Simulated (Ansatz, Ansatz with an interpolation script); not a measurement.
Planning a run of Ansatz 0.2.0 on WS2 (Tungstenite). The input:

```yaml
crystal:
  lattice:
    - [3.18, 0.0, 0.0]
    - [-1.59, 2.753960784, 0.0]
    - [0.0, 0.0, 12.5]
  atoms:
    - { symbol: W, position: [0.3333333333, 0.6666666667, 0.25] }
    - { symbol: W, position: [0.6666666667, 0.3333333333, 0.75] }
    - { symbol: S, position: [0.3333333333, 0.6666666667, 0.625] }
    - { symbol: S, position: [0.6666666667, 0.3333333333, 0.125] }
    - { symbol: S, position: [0.3333333333, 0.6666666667, 0.875] }
    - { symbol: S, position: [0.6666666667, 0.3333333333, 0.375] }
kpoints:
  mp_grid: { grid: [6, 6, 2] }
hamiltonian:
  xc: lda
  pseudopotentials: { kind: paw, azcp: { folder: soft_1 }, xc_functional: pbe }
scf:
  occupations: { method: fixed }
  n_extra_bands: 58
output:
  wannier:
    kmesh: [6, 6, 2]
    projections: [{ species: S, l: p, shell: 3 }, { species: W, l: d, shell: 5 }]
    minimise: true
    write_hr: true
    seedname: w
    conv_tol: 1.0e-06
    max_iter: 20000
    stability_check: false
    disentanglement:
      window: [3.31, 16.87]
      frozen_window: [3.31, 13.21]
      conv_tol: 1.0e-08
```

The database entry behind the starting cell differs from later determinations by our own check (an axis about 1.4 % long against later determinations), so it need not match the best structure at ambient conditions.

```sh
ansatz run input.yaml --threads 3 --pin off --max-ram 92160MiB --backend cuda --events-out ev --progress --plain --runs-dir out --devices 1 --max-vram 13GiB
```

How long will it take on 1 × NVIDIA H100 80GB HBM3 (shared by 6 runs) with 3 threads of AMD EPYC 7R13 (Zen 3), shared host, and how much memory?

It took 18 s; on shared hardware allow 8.9 s to 36 s. Peak host memory was 0.98 GiB.

[Paths, hosts, dates, memory and timing lines, banners, echoed tables and standing remarks are left out of the program output.]

[Logs are printed without paths, hosts, clocks, repeated set-up lines and the standing remarks that a program may print on its own settings, such as how far it seeks lower states.]

[Runs of the session that timed out or met a known fault of the program may be left out.]

[Hosts, paths, dates, database ids (printed as entryN), source tags and the programs' standing remarks are cut or masked in the printed files.]
